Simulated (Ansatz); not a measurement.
# Mg on Al(100): change of the work function, part 4 of 4

Aim: the work function of Al(100) at several coverages of Mg (hollow site), and the dipole that each adsorbate carries.

Ansatz 0.2.0; plane-wave DFT, PBE, Ansatz PAW.

So far, work function, upper face (eV): step 2 (the clean slab) 4.29; step 3 (37 atoms, coverage 0.111 ML, cell 3x3) 3.55; step 4 (17 atoms, coverage 0.25 ML, cell 2x2) 3.17; step 5 (18 atoms, coverage 0.5 ML, cell 2x2) 3.61.

**6. Adsorbate added, k-mesh 12×12×1, coverage 1 ML**

System of this step: Mg/Al(100). The cell holds 5 atoms: 4 Al and 1 Mg. Its edges and angles: a = 2.864 Å, b = 2.864 Å, c = 25.870 Å, α = 90.0°, β = 90.0°, γ = 90.0°. Vacuum lies along c.

Another coverage, to see how the dipoles act on each other as their distance changes.

Contents of input.yaml:

```yaml
crystal:
  lattice:
    - [2.8637824638, 0.0, 0.0]
    - [0.0, 2.8637824638, 0.0]
    - [0.0, 0.0, 25.8696549807]
  atoms:
    - { symbol: Al, position: [0.5, 0.5, 0.3478979525] }
    - { symbol: Al, position: [0.0, 0.0, 0.4261749918] }
    - { symbol: Al, position: [0.5, 0.5, 0.5038463908] }
    - { symbol: Al, position: [0.0, 0.0, 0.5831500329] }
    - { symbol: Mg, position: [0.5, 0.5, 0.6521020475] }
kpoints:
  mp_grid: { grid: [12, 12, 1] }
hamiltonian:
  xc: pbe
scf:
  occupations: { method: fermi_dirac, width: 0.1 }
  convergence: { dr2_threshold: 1.0e-08 }
efield:
  axis: 3
  dipole_correction: true
  ramp_position: 0.97
  ramp_width: 0.06
relax:
  f_tol: 0.02
  max_steps: 60
  constraints: [{ sites: [0, 1] }]
output:
  write_potential: true
  write_density: true
  volumetric_format: npy
```

Started as:

```console
$ ansatz run input.yaml --threads 2 --pin off --max-ram 4096MiB --backend cpu --events-out ev --progress --plain --runs-dir out
```

What it wrote:

```text
[...]
Crystal: 5 atoms, lattice volume = 212.164 Å³
Basis set: ecut = 420 eV, 4147 PW (Γ), exchange–correlation on 40×40×360 points (8 copies of the dense FFT grid, shifted against one another)
Bands: 16, of which v1, the nominal top of the filled ones, is band 11 counted from 1 (10 counted from 0)
Symmetry: 8 space group operations
[...]
--- Relaxed structure (5 steps of the walk, 5 accepted, 0 SCFs on fresh bases) ---
  F+E_penalty+E_count = -4072.92171453 eV   max|allowed force component| = 1.944e-3 eV/Å
  atoms:
    - { symbol: Al, position: [0.5, 0.5, 0.3478979525] }
    - { symbol: Al, position: [0.0, 0.0, 0.4261749918] }
    - { symbol: Al, position: [0.5, 0.5, 0.503737] }
    - { symbol: Al, position: [0, 0.0, 0.582671] }
    - { symbol: Mg, position: [0.5, 0.5, 0.671436] }
[key lines of the parts left out:]
SCF converged after 5 iterations
Free energy (F): -4072.921715 eV
Fermi energy:    0.772321 eV
Dipole field:    D = 0.018474 V/Å  (p = 0.021661 e·Å, saw-weighted, corrected)
Work function:   Φ+ = 3.8202 eV   Φ− = 4.2981 eV
```

Run time: 19 s. Hardware: 2 threads of Arm Neoverse V1, shared host; peak memory 0.42 GiB.

Step by step:

```csv
step,energy less that of the first step (eV),largest force component (eV/Å)
1,0.0000,1.5215
2,-0.2662,0.5318
3,-0.3230,0.1002
4,-0.3285,0.0268
5,-0.3286,0.0019
```

The run keeps the 8 symmetry operations that the program found, so distortions that break them were not tested.

The atoms that moved most (Å):

| atom | dx | dy | dz | length |
| --- | --- | --- | --- | --- |
| Mg5 | 0.000 | 0.000 | 0.500 | 0.500 |
| Al4 | 0.000 | 0.000 | -0.012 | 0.012 |

Final coordinates:

```
Al Mg
1.0
     2.86378    0.00000    0.00000
     0.00000    2.86378    0.00000
     0.00000    0.00000   25.86965
Al Mg
4 1
Direct
  0.50000 0.50000 0.34790
  0.00000 0.00000 0.42617
  0.50000 0.50000 0.50374
  0.00000 0.00000 0.58267
  0.50000 0.50000 0.67144
```

Running mean over 2.025 Å of the planar mean; the ramp of the sawtooth is left out. Table of electron's electrostatic potential energy less the Fermi level by z:

```csv
z (Å),electron's electrostatic potential energy less the Fermi level (eV)
3.5,4.30
4.0,4.30
4.5,4.30
5.0,4.29
5.5,4.28
6.0,4.23
6.5,4.07
7.0,3.50
7.5,1.89
8.0,-0.516
8.5,-2.83
9.0,-4.20
9.5,-4.54
10.0,-4.59
10.5,-4.61
11.0,-4.61
11.5,-4.64
12.0,-4.65
12.5,-4.64
13.0,-4.59
13.5,-4.55
14.0,-4.54
14.5,-4.53
15.0,-4.43
15.5,-3.89
16.0,-3.59
16.5,-5.05
17.0,-6.15
17.5,-6.19
18.0,-4.70
18.5,-1.04
19.0,1.94
19.5,3.14
20.0,3.59
20.5,3.75
21.0,3.80
21.5,3.81
22.0,3.82
22.5,3.82
```

The relaxation took 5 steps and lowered the energy by 0.33 eV; the largest force on the free atoms ends at 0.0019 eV/Å.

The covered face has 3.82 eV, -0.47 eV against the clean one; the bare back face has moved by -0.00 eV, a measure of how thin the slab is.

**7. Work function against coverage**

This step: plane-wave DFT, PBE, Ansatz PAW; work function against coverage (Ansatz 0.2.0).

The runs are now put side by side.

This step gave:

| Property | Result |
| --- | --- |
| work function of the clean face | 4.293 eV |
| largest change of the work function | -1.123 eV |

The work function of the covered face by coverage:

```
coverage (adsorbates/nm²)  work function of the covered face (eV)
                     0.00                                    4.29
                     1.35                                    3.55
                     3.05                                    3.17
                     6.10                                    3.61
                    12.19                                    3.82
```

The dipole per adsorbate comes from the change of the cell's dipole. Coverage, by row:

```
coverage (1/nm²)  coverage (ML)  work function (eV)  change (eV)  dipole per adsorbate, positive end outwards (debye)  mean height of the added atoms over the highest substrate atom (Å)
           1.355         0.1111               3.546      -0.7472                                                1.479                                                               1.855
           3.048           0.25                3.17       -1.123                                                0.964                                                               1.935
           6.097            0.5               3.608       -0.685                                                  0.3                                                               2.127
           12.19              1                3.82      -0.4727                                                0.102                                                               2.296
```

**8. Summary of results**

| Item | Value |
| --- | --- |
| work function of the clean face | 4.29 eV |
| work function at 0.11 ML | 3.55 eV |
| work function at 0.25 ML | 3.17 eV |
| work function at 0.5 ML | 3.61 eV |
| work function at 1 ML | 3.82 eV |
| dipole per adsorbate at 0.11 ML, positive end outwards | 1.48 D |

**Reading.** Mg lowers the work function of Al(100) at the lowest coverage, by 0.75 eV: the adsorbate layer has its positive end outwards. The dipole per adsorbate falls from 1.48 to 0.10 D as the layer fills. Neighbouring dipoles depolarise each other, and heights and bonding change with coverage too. The work function passes a minimum near 0.25 ML among the coverages run and rises again. The slab has 4 layers, at the tabulated experimental lattice constant, one starting site was run, and quantum-size effects of a slab this thin can reach one or two tenths of an eV.

[Long decimals in the printed logs are rounded to 6 places.]

[Logs are printed without paths, hosts, clocks, repeated set-up lines and the standing remarks that a program may print on its own settings, such as how far it seeks lower states.]

[Hosts, paths, dates, database ids (printed as entryN), source tags and the programs' standing remarks are cut or masked in the printed files.]

[Maps of the electrostatic potential energy from Ansatz leave out the sawtooth potential of an applied field or a dipole correction, so their vacuum need not be flat; planar profiles and work functions include it.]
